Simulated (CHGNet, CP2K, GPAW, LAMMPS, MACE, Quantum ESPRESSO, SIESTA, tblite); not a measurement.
## Running amorphous Ge (61 atoms) with tblite

Wanted: tblite inputs and outputs for amorphous Ge (61 atoms), checked against a plane-wave reference.

Program: tblite 0.8.0. Level of theory: the method is named at each step. Results are calculated unless marked as measured.

## (1) Set-up

The cell holds 61 atoms: 61 Ge. Its edges and angles: a = 11.317 Å, b = 11.317 Å, c = 11.317 Å, α = 90.0°, β = 90.0°, γ = 90.0°. 61 atoms (61 Ge) placed at random at 5.08 g/cm³, melted at 3500 K for 10 ps at fixed volume with the Tersoff potential (Tersoff, Phys. Rev. B 39, 5566 (1989)). Quenched from 3500 K to 100 K at 5 K/ps and fixed volume, held 5 ps, then minimised at fixed cell.

The yardstick, on the same geometry:

```
method                 : Kohn-Sham DFT, PBE, SSSP efficiency 1.3.0 pseudopotentials, plane waves (Quantum ESPRESSO 7.5); sssp-pbe-1.3.0-efficiency, cutoffs 45/360 Ry, Γ point
r.m.s. force component : 0.2207 eV/Å
longest force          : 0.918 eV/Å
pressure               : 1.969 GPa
time                   : 4.6 min on 4 MPI ranks of Arm Neoverse V1, shared host
CPU time               : 18 min
```

## (2) GFN1-xTB

Method: GFN1-xTB tight binding, diagonalisation.

run.py

```python
import numpy as np
from ase.io import read
from tblite.ase import TBLite

atoms = read("structure.xyz")
atoms.calc = TBLite(method="GFN1-xTB", electronic_temperature=580, accuracy=1.0, max_iterations=250, mixer_damping=0.1, verbosity=1)
energy = atoms.get_potential_energy()
forces = atoms.get_forces()
print(f"energy {energy:.6f} eV")
print("forces (eV/A)")
for i, (a, f) in enumerate(zip(atoms, forces)):
    print(f"{i:4d} {a.symbol:2s} {f[0]:10.5f} {f[1]:10.5f} {f[2]:10.5f}")
stress = -atoms.get_stress(voigt=False) * 160.21766
print("stress (GPa, compression positive)")
for row in stress:
    print(" ".join(f"{x:10.4f}" for x in row))
print("charges (e)")
print(np.array2string(atoms.get_charges(), precision=4, suppress_small=True, max_line_width=110, threshold=100000))
```

structure.xyz

```xyz
61
Lattice="11.31680 0.00000 0.00000 0.00000 11.31680 0.00000 0.00000 0.00000 11.31680" Properties=species:S:1:pos:R:3 pbc="T T T"
Ge 9.03624 1.52641 7.75314
Ge 9.26710 10.45457 8.53196
Ge 8.14278 4.15270 0.15629
Ge 2.71977 3.24034 0.85023
Ge 1.05948 8.97773 2.09191
Ge 4.30423 1.11154 5.68239
Ge 7.63907 5.67209 2.13684
Ge 8.00335 11.29700 0.67471
Ge 0.55181 6.12397 10.65714
Ge 10.93203 8.21339 0.21774
Ge 2.92471 5.89651 9.81189
Ge 10.07093 8.96087 6.67929
Ge 0.66498 4.48089 1.17966
Ge 5.08905 9.52818 2.78620
Ge 7.58622 2.79491 4.51812
Ge 10.97515 10.34333 10.22122
Ge 3.46939 8.96257 1.00765
Ge 7.82874 5.48955 9.03160
Ge 2.79763 4.12350 4.69851
Ge 6.35518 8.72288 5.83087
Ge 2.00409 7.77045 4.03319
Ge 4.59813 7.03633 0.00260
Ge 1.06536 5.41294 3.52371
Ge 5.53086 2.16343 9.75904
Ge 5.71623 3.17346 6.14525
Ge 10.77676 2.89631 8.87588
Ge 4.34848 5.60227 6.05607
Ge 8.62544 7.76321 1.29147
Ge 10.10126 8.26522 3.38044
Ge 6.99876 7.49308 10.54035
Ge 10.44858 6.19765 4.72850
Ge 8.50706 9.81359 4.79912
Ge 3.34321 3.36969 9.78473
Ge 5.22123 6.08369 2.22647
Ge 7.49998 9.68854 2.44873
Ge 7.07640 3.09990 8.17571
Ge 4.44965 0.49319 3.30779
Ge 3.46147 10.87080 10.85870
Ge 2.57695 9.39826 7.42846
Ge 10.34627 0.65649 0.65943
Ge 4.78418 10.38780 6.99820
Ge 11.29473 6.70056 7.00555
Ge 7.37154 9.92891 9.99771
Ge 6.86217 6.24427 6.51316
Ge 0.94461 9.55885 5.61585
Ge 2.04789 2.03386 5.91348
Ge 2.57616 6.84723 7.54106
Ge 1.74743 10.96688 9.18007
Ge 10.34141 3.02113 0.02354
Ge 5.36858 11.07428 9.29256
Ge 0.70413 0.09042 2.36193
Ge 10.36019 5.35285 8.81115
Ge 4.56112 7.53439 4.22320
Ge 4.18812 3.96246 2.64293
Ge 8.21747 5.19011 4.55739
Ge 6.81486 2.12450 0.52272
[... 1 atom lines left out ...]
Ge 2.80396 0.92515 1.51611
Ge 9.21142 0.97472 5.30056
Ge 5.94019 2.31055 2.74840
Ge 1.70046 2.05196 8.39774
```

The run is started by

```
> OMP_NUM_THREADS=1 python run.py > output.txt
```

Log:

```text
------------------------------------------------------------
  cycle        total energy    energy error   density error
------------------------------------------------------------
      1     -97.51765512466  -9.7432191E+01   3.8047559E-01
      2     -102.2035086578  -4.6858535E+00   2.4064554E-01
      3     -102.8882379330  -6.8472928E-01   1.9807133E-01
      4     -102.7269107666   1.6132717E-01   1.7821731E-01
      5     -102.7431153362  -1.6204570E-02   5.0419655E-02
      6     -103.0068604729  -2.6374514E-01   1.7218026E-02
      7     -103.0107357341  -3.8752612E-03   1.2096486E-02
      8     -103.0144980586  -3.7623245E-03   9.6075226E-03
      9     -103.0148876573  -3.8959867E-04   4.2452524E-03
     10     -103.0151797141  -2.9205686E-04   8.4784509E-04
     11     -103.0151871514  -7.4372122E-06   6.1142075E-04
     12     -103.0151842630   2.8883887E-06   4.9278222E-04
     13     -103.0151872485  -2.9855212E-06   2.0708908E-04
     14     -103.0151887775  -1.5289939E-06   8.8991035E-05
     15     -103.0151888174  -3.9885677E-08   7.2888118E-05
     16     -103.0151887654   5.1998299E-08   5.5518488E-05
     17     -103.0151888238  -5.8450368E-08   2.0228902E-05
     18     -103.0151888383  -1.4481586E-08   1.3848663E-05
------------------------------------------------------------
 total:                                   6.589 sec
energy -2803.186070 eV
forces (eV/A)
   0 Ge   -0.31099   -0.08122   -0.03703
   1 Ge    0.03478    0.04307   -0.24504
   2 Ge    0.03124   -0.16226    0.14239
   3 Ge    0.00829    0.13186    0.03327
   4 Ge    0.23657   -0.21463   -0.17490
   5 Ge   -0.20265   -0.12462    0.14932
   6 Ge    0.26119   -0.32304    0.23299
   7 Ge   -0.17312    0.08057   -0.17547
   8 Ge    0.24367   -0.13752    0.00354
   9 Ge    0.12300    0.10864    0.04041
  10 Ge   -0.00630   -0.01030   -0.43121
  11 Ge    0.37732   -0.27671    0.44011
  12 Ge    0.01755   -0.02548    0.11390
  13 Ge    0.08575    0.27873   -0.07845
  14 Ge   -0.27700   -0.05989    0.07975
  15 Ge    0.09787   -0.15084    0.01085
  16 Ge   -0.20404   -0.23388   -0.40417
  17 Ge    0.38941   -0.27023    0.09886
  18 Ge   -0.06450    0.10391   -0.06172
  19 Ge    0.06788   -0.27683   -0.03995
  20 Ge   -0.03952    0.09558   -0.21752
  21 Ge    0.26239   -0.01757    0.19611
  22 Ge    0.02516   -0.13527    0.00859
  23 Ge   -0.17368   -0.04161    0.18700
[...]
53 Ge   -0.21428    0.07986    0.02971
  54 Ge    0.19634   -0.14641   -0.24633
  55 Ge   -0.15640    0.05082   -0.03763
  56 Ge   -0.09125   -0.14458    0.03044
  57 Ge   -0.00832    0.06888   -0.08501
  58 Ge    0.15584    0.00958   -0.10386
  59 Ge    0.42929   -0.26457   -0.18934
  60 Ge   -0.03871    0.11987   -0.20292
stress (GPa, compression positive)
    3.2856     0.7866    -0.3480
    0.7866     3.1443    -1.1754
   -0.3480    -1.1754     3.4089
charges (e)
[-0.0291 -0.0216 -0.0263 -0.0395 -0.0092  0.0152  0.0139 -0.0137  0.0067  0.0561  0.0273  0.0211 -0.0399
  0.0148 -0.0262 -0.035  -0.0386  0.0896  0.0252  0.0459  0.0602 -0.0223  0.0002  0.0046 -0.0924 -0.011
  0.081  -0.0447  0.1241  0.0904 -0.1087  0.015   0.0189 -0.0289  0.0308 -0.0238 -0.0605 -0.0592 -0.0359
 -0.0331 -0.0328  0.0089 -0.0276  0.1073 -0.0206  0.013   0.022  -0.0077  0.0195  0.0117 -0.0187 -0.0553
  0.0006 -0.05    0.0287 -0.0825  0.0285  0.0153  0.0628 -0.0027  0.038 ]
```

Run time: 7.9 s. Hardware: 1 thread of Arm Neoverse V1, shared host; peak memory 0.13 GiB.

Banners, paths, timers and routine set-up lines are dropped from the logs unmarked, and long logs keep their key lines alone; longer cuts are marked.

Against the reference:

```
r.m.s. force component                  : 0.1905 eV/Å
r.m.s. difference of force components   : 102.1 meV/Å
longest difference of force vectors     : 389 meV/Å
force difference over r.m.s. force      : 46.27 %
slope of forces against the reference's : 0.7656
correlation of force components         : 0.8868
pressure                                : 3.28 GPa
pressure difference                     : 1.311 GPa
```

The surroundings of Ge44, which bears the longest force, nearest first, numbered as they follow in the input and with coordinates relative to it.

```
atom      x      y      z  distance (Å)  bonds  Mulliken charge (e)      Fx      Fy  Fz (eV/Å)
Ge44   0.00   0.00   0.00          0.00      4                 0.11  -0.316   0.845      0.120
Ge55   1.36  -1.05  -1.96          2.60      4                 0.03   0.196  -0.146     -0.246
Ge20  -0.51   2.48  -0.68          2.62      4                 0.05   0.068  -0.277     -0.040
Ge27  -2.51  -0.64  -0.46          2.63      5                 0.08   0.071  -0.104      0.066
Ge18   0.97  -0.75   2.52          2.80      5                 0.09   0.389  -0.270      0.099
Ge25  -1.15  -3.07  -0.37          3.30      4                -0.09   0.197  -0.006     -0.165
Ge53  -2.30   1.29  -2.29          3.49      5                 0.00  -0.049  -0.024      0.023
Ge36   0.21  -3.14   1.66          3.56      4                -0.02   0.258  -0.041     -0.339
Ge31   3.59  -0.05  -1.78          4.01      4                -0.11  -0.280  -0.264      0.052
Ge15   0.72  -3.45  -2.00          4.05      4                -0.03  -0.277  -0.060      0.080
```

Atoms are counted from 1 here, from 0 in the log.

Forces lie 46 % from the reference's, at 0.0071 times its CPU time (on 1 against 4 cores).

## (3) Results

| Item | Value |
| --- | --- |
| force difference from the reference | tblite GFN1-xTB, 46 % |
| its CPU time | 7.8 s |

What this shows: Tight binding differs by 46 % (tblite GFN1-xTB); it is another model, with fitted parameters of its own, and the xTB methods hold dispersion. One electronic-structure run takes under half the reference's CPU time: tblite GFN1-xTB, at 46 % in 7.8 s against 18 min. Periodic xTB results under one method name differ between programs and library versions. The reference's pressure holds the uncorrected Pulay stress of its 45 Ry basis, so small pressure differences, and their order, may be the reference's own error. The quench rate of 5 K/ps is many orders above laboratory rates, so the cell is likely richer in defects and strain than a real sample. The network of bonds at the start is that of the classical potential that made the cell, and needn't be the one that DFT or experiment would give. The reference's pressure of 2.0 GPa belongs to a cell and atoms that aren't relaxed at this level. The electronic-structure runs sample only Γ, in a cell whose shortest periodic width is 11 Å, which is coarse for a cell with partly filled levels.

[Also dropped from logs without a mark: logging warnings of Python, and SIESTA's first energy breakdown and zero terms.]

[Logs are printed without paths, hosts, clocks, repeated set-up lines and the standing remarks that a program may print on its own settings, such as how far it seeks lower states.]

[Hosts, paths, dates, database ids (printed as entryN), source tags and the programs' standing remarks are cut or masked in the printed files.]
